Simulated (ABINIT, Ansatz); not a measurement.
# How the form of the self-energy moves the gap of CaC2 (Immm)

Wanted: the gap of CaC2 (Immm) under several approximations, with cost.

Main program and level: ABINIT 10.8.3; PBEsol and many-body steps on it, plane waves.

This is a report of a sequence of runs, with most program output left out.

### 1. Set-up

Symmetry: Immm, No. 71, orthorhombic system. The conventional cell has a = 3.790 Å, b = 4.887 Å, c = 5.360 Å, α = 90.00°, β = 90.00°, γ = 90.00°. Nearest to Ca lie 8 C at 2.62 to 2.75 Å. C has 1 C at 1.26 Å and 4 Ca at 2.62 to 2.75 Å nearest. Farther neighbours are not listed.

The cell and positions are those that the Materials Project relaxed with its own functionals (PBE, PBE+U or r2SCAN), kept fixed.

### 2. Empty states on the mesh, 4×4×4 mesh, 97 bands

This step: ABINIT 10.8.3; DFT, PBEsol, plane waves, norm-conserving pseudopotentials.

The sums over transitions need many empty states on a uniform mesh; this step solves for them.

Contents of run.abi:

```
acell 3*1.0 Angstrom
rprim 
  -1.894876555000 2.443261230000 2.680131180000
  1.894876555000 -2.443261230000 2.680131180000
  1.894876555000 2.443261230000 -2.680131180000
ntypat 2
znucl 20 6
natom 3
typat 1 2 2
xred 
  0.000000000000 0.000000000000 0.000000000000
  0.371239070000 0.500000000000 0.871239070000
  0.628760930000 0.500000000000 0.128760930000
pp_dirpath "pseudos"
pseudos "Ca.upf, C.upf"
ecut 37
ngkpt 4 4 4
nshiftk 1
shiftk 0 0 0
kptopt 1
chksymbreak 0
iscf -2
irdden 1
istwfk *1
nband 97
nbdbuf 8
tolwfr 1e-09
nstep 60
prtvol 0
indata_prefix "in"
outdata_prefix "out"
tmpdata_prefix "tmp"
```

Run with:

```console
$ OMP_NUM_THREADS=1 mpirun -n 4 abinit run.abi > log
```

Run time: 49 s. Hardware: 4 MPI ranks of Arm Neoverse V1, shared host; peak memory 0.36 GiB; 3.2 min of CPU time.

Numbers from this step:

```
gap                                                           : 2.291 eV
k of the valence top                                          : 0.25, -0.25, 0.25
k of the conduction bottom                                    : 0, 0, 0
least direct gap                                              : 2.601 eV
k points computed                                             : 18
lowest point of the top converged band, above the valence top : 68.2233 eV
```

On this mesh the gap is 2.291 eV.

The density comes from a self-consistent run that is not shown.

### 3. Screening, 4×4×4 mesh, 41 bands, screening to 114.3 eV

The RPA dielectric matrix is built and inverted for each q.

This step: RPA screening on PBEsol, plane waves, norm-conserving pseudopotentials.

run.abi: that of step 2 with these lines changed.

```diff
@@ -21,10 +21,11 @@
 chksymbreak 0
-iscf -2
-irdden 1
 istwfk *1
-nband 97
-nbdbuf 8
-tolwfr 1e-09
-nstep 60
-prtvol 0
+occopt 1
+irdwfk 1
+optdriver 3
+nband 41
+ecuteps 4.2
+inclvkb 2
+awtr 1
+symchi 1
 indata_prefix "in"
```

Elapsed: 86 s, on 4 MPI ranks; peak memory 2.1 GiB; 5.8 min of CPU time.

This step gave:

```
ε∞ with local fields, on this mesh, along the program's q direction : 3.618
the same without local fields                                       : 4.342
plasma frequency                                                    : 22.36 eV
plane waves in the screening matrix                                 : 139
```

Local fields lower ε∞ by 17 %. On a Γ-centred mesh this coarse the value itself is usually too large, while a short band sum pulls it down.

### 4. G0W0, Godby-Needs plasmon pole

The self-energy is evaluated for the states that the input lists, and the levels follow from it, in one-shot runs by the linearised quasiparticle equation.

This step: G0W0 on PBEsol, plane waves, norm-conserving pseudopotentials.

run.abi: that of step 3 with these lines changed.

```diff
@@ -24,8 +24,17 @@
 irdwfk 1
-optdriver 3
+optdriver 4
 nband 41
+gwcalctyp 0
+ecutsigx 37
+symsigma 1
+nkptgw 2
+kptgw 
+  0.2500000000 -0.2500000000 0.2500000000
+  0.0000000000 0.0000000000 0.0000000000
+bdgw 
+  8 11
+  8 11
 ecuteps 4.2
-inclvkb 2
-awtr 1
-symchi 1
+irdscr 1
+ppmodel 1
 indata_prefix "in"
```

Wall time 13 s (4 MPI ranks); peak memory 1.9 GiB; 50 s of CPU time.

This step gave:

```
G0W0 gap on the points computed              : 4.43 eV
starting gap on the mesh                     : 2.291 eV
k of the valence top                         : 0.25, -0.25, 0.25
k of the conduction bottom                   : 0, 0, 0
Z at the valence top                         : 0.78
Z at the conduction bottom                   : 0.819
least direct G0W0 gap on the computed points : 4.773 eV
```

The gap on the mesh goes from 2.29 eV to 4.43 eV, a correction of +2.14 eV.

### 5. G0W0, Hybertsen-Louie plasmon pole

run.abi: that of step 4 with these lines changed.

```diff
@@ -38,3 +38,3 @@
 irdscr 1
-ppmodel 1
+ppmodel 2
 indata_prefix "in"
```

Run time: 13 s. Hardware: 4 MPI ranks; peak memory 1.9 GiB; 52 s of CPU time.

This step gave:

```yaml
g0w0_gap_on_the_points_computed: 4.572 eV
starting_gap_on_the_mesh: 2.291 eV
k_of_the_valence_top: 0.25, -0.25, 0.25
k_of_the_conduction_bottom: 0, 0, 0
z_at_the_valence_top: 0.844
z_at_the_conduction_bottom: 0.862
least_direct_g0w0_gap_on_the_computed_points: 4.711 eV
```

Against G0W0 in ABINIT (4×4×4 mesh, 41 bands, screening to 114.3 eV, Godby-Needs plasmon pole), the gap moves by +0.142 eV.

### 6. G0W0, von der Linden-Horsch plasmon pole

run.abi: that of step 5 with these lines changed.

```diff
@@ -38,3 +38,3 @@
 irdscr 1
-ppmodel 2
+ppmodel 3
 indata_prefix "in"
```

Run time: 11 s. Hardware: 4 MPI ranks; peak memory 1.9 GiB; 44 s of CPU time.

This step gave:

| Quantity | Value |
| --- | --- |
| G0W0 gap on the points computed | 4.548 eV |
| starting gap on the mesh | 2.291 eV |
| k of the valence top | 0.25, -0.25, 0.25 |
| k of the conduction bottom | 0, 0, 0 |
| least direct G0W0 gap on the computed points | 4.941 eV |

Against G0W0 in ABINIT (4×4×4 mesh, 41 bands, screening to 114.3 eV, Godby-Needs plasmon pole), the gap moves by +0.118 eV.

### 7. One-shot Hartree-Fock

This step: one-shot Hartree-Fock on PBEsol, plane waves, norm-conserving pseudopotentials.

run.abi: that of step 6 with these lines changed.

```diff
@@ -25,4 +25,4 @@
 optdriver 4
-nband 41
-gwcalctyp 0
+nband 13
+gwcalctyp 5
 ecutsigx 37
@@ -36,5 +36,4 @@
   8 11
-ecuteps 4.2
-irdscr 1
-ppmodel 3
+ixc_sigma 40
+fftgw 31
 indata_prefix "in"
```

The job ended after 5.5 s (4 MPI ranks; peak memory 1.3 GiB).

This step gave:

```yaml
quasiparticle_gap_on_the_points_computed: 10.27 eV
starting_gap_on_the_mesh: 2.291 eV
k_of_the_valence_top: 0, 0, 0
k_of_the_conduction_bottom: 0, 0, 0
least_direct_quasiparticle_gap_on_the_computed_points: 10.27 eV
```

Against G0W0 in ABINIT (4×4×4 mesh, 41 bands, screening to 114.3 eV, Godby-Needs plasmon pole), the gap moves by +5.844 eV.

### 8. Screening, 4×4×4 mesh, 41 bands, screening to 114.3 eV

This step: RPA screening on PBEsol, plane waves, norm-conserving pseudopotentials.

run.abi: that of step 7 with these lines changed.

```diff
@@ -24,16 +24,14 @@
 irdwfk 1
-optdriver 4
-nband 13
-gwcalctyp 5
-ecutsigx 37
-symsigma 1
-nkptgw 2
-kptgw 
-  0.2500000000 -0.2500000000 0.2500000000
-  0.0000000000 0.0000000000 0.0000000000
-bdgw 
-  8 11
-  8 11
-ixc_sigma 40
-fftgw 31
+optdriver 3
+nband 41
+ecuteps 4.2
+inclvkb 2
+awtr 1
+symchi 1
+gwcalctyp 2
+nfreqre 16
+freqremax 40 eV
+nfreqim 8
+spmeth 1
+nomegasf 120
 indata_prefix "in"
```

It took 94 s on 4 MPI ranks; peak memory 2.3 GiB; 6.3 min of CPU time.

Numbers from this step:

* ε∞ with local fields, on this mesh, along the program's q direction: 3.627
* the same without local fields: 4.355
* plasma frequency: 22.36 eV
* plane waves in the screening matrix: 139

### 9. G0W0, contour deformation

This step: G0W0 on PBEsol, plane waves, norm-conserving pseudopotentials.

run.abi: that of step 8 with these lines changed.

```diff
@@ -24,14 +24,16 @@
 irdwfk 1
-optdriver 3
+optdriver 4
 nband 41
+gwcalctyp 2
+ecutsigx 37
+symsigma 1
+nkptgw 2
+kptgw 
+  0.2500000000 -0.2500000000 0.2500000000
+  0.0000000000 0.0000000000 0.0000000000
+bdgw 
+  8 11
+  8 11
 ecuteps 4.2
-inclvkb 2
-awtr 1
-symchi 1
-gwcalctyp 2
-nfreqre 16
-freqremax 40 eV
-nfreqim 8
-spmeth 1
-nomegasf 120
+irdscr 1
 indata_prefix "in"
```

Run time: 13 s. Hardware: 4 MPI ranks; peak memory 1.9 GiB.

This step gave:

```
G0W0 gap on the points computed              : 4.401 eV
starting gap on the mesh                     : 2.291 eV
k of the valence top                         : 0.25, -0.25, 0.25
k of the conduction bottom                   : 0, 0, 0
least direct G0W0 gap on the computed points : 4.752 eV
```

Against G0W0 in ABINIT (4×4×4 mesh, 41 bands, screening to 114.3 eV, Godby-Needs plasmon pole), the gap moves by −0.029 eV.

### 10. The runs together

Times are wall times on 4 MPI ranks of Arm Neoverse V1, shared host, good to a factor of about two. A run's time includes the screening step that it read.

```
                                     run   mesh  bands  screening cutoff (eV)  DFT gap (eV)  gap on the mesh (eV)  direct (eV)  ε∞ used     time
          G0W0, Godby-Needs plasmon pole  4×4×4     41                  114.3         2.291                 4.430        4.773     3.62     99 s
      G0W0, Hybertsen-Louie plasmon pole  4×4×4     41                  114.3         2.291                 4.572        4.711     3.62    100 s
G0W0, von der Linden-Horsch plasmon pole  4×4×4     41                  114.3         2.291                 4.548        4.941     3.62     97 s
                   one-shot Hartree-Fock  4×4×4      -                      -         2.291                10.274       10.274        -    5.5 s
               G0W0, contour deformation  4×4×4     41                  114.3         2.291                 4.401        4.752     3.63  1.8 min
```

### 11. Outcome

```yaml
g0w0_godby_needs_plasmon_pole: 4.430 eV
g0w0_hybertsen_louie_plasmon_pole: 4.572 eV
g0w0_von_der_linden_horsch_plasmon_pole: 4.548 eV
one_shot_hartree_fock: 10.274 eV
g0w0_contour_deformation: 4.401 eV
known_limits: not at the basis limit; coarse k mesh
```

G0W0, Hybertsen-Louie plasmon pole: +0.142 eV against G0W0, Godby-Needs plasmon pole. G0W0, von der Linden-Horsch plasmon pole: +0.118 eV against G0W0, Godby-Needs plasmon pole. One-shot Hartree-Fock: +5.844 eV against G0W0, Godby-Needs plasmon pole. G0W0, contour deformation: −0.029 eV against G0W0, Godby-Needs plasmon pole. Bare exchange alone opens the gap to 10.27 eV; against G0W0, correlation takes back 5.84 eV. Bands and cutoff are finite, so the gap is not at the basis limit. The miss can reach some tenths of an eV and take either sign; the mesh is an error of its own. In the G0W0 runs levels were corrected at 2 k points alone, so a gap called «on the mesh» is the least over those, and an edge elsewhere would be missed. The 4×4×4 mesh is coarse for this cell, which bears on the long-range parts of exchange and screening.

[Paths, hosts, dates, memory and timing lines, banners, echoed tables and standing remarks are left out of the program output.]

[Logs are printed without paths, hosts, clocks, repeated set-up lines and the standing remarks that a program may print on its own settings, such as how far it seeks lower states.]

[Runs of the session that timed out or met a known fault of the program may be left out.]

[Hosts, paths, dates, database ids (printed as entryN), source tags and the programs' standing remarks are cut or masked in the printed files.]

[G0W0 gaps are taken among the corrected bands and points alone; a level outside them can change the order at an edge.]

[Where Ansatz stands beside ABINIT at settings called matched, ABINIT's density can come from a denser mesh and the files from another edition; pairs whose starting gaps differed by over 0.03 eV were left out, so agreement reads better than it is.]
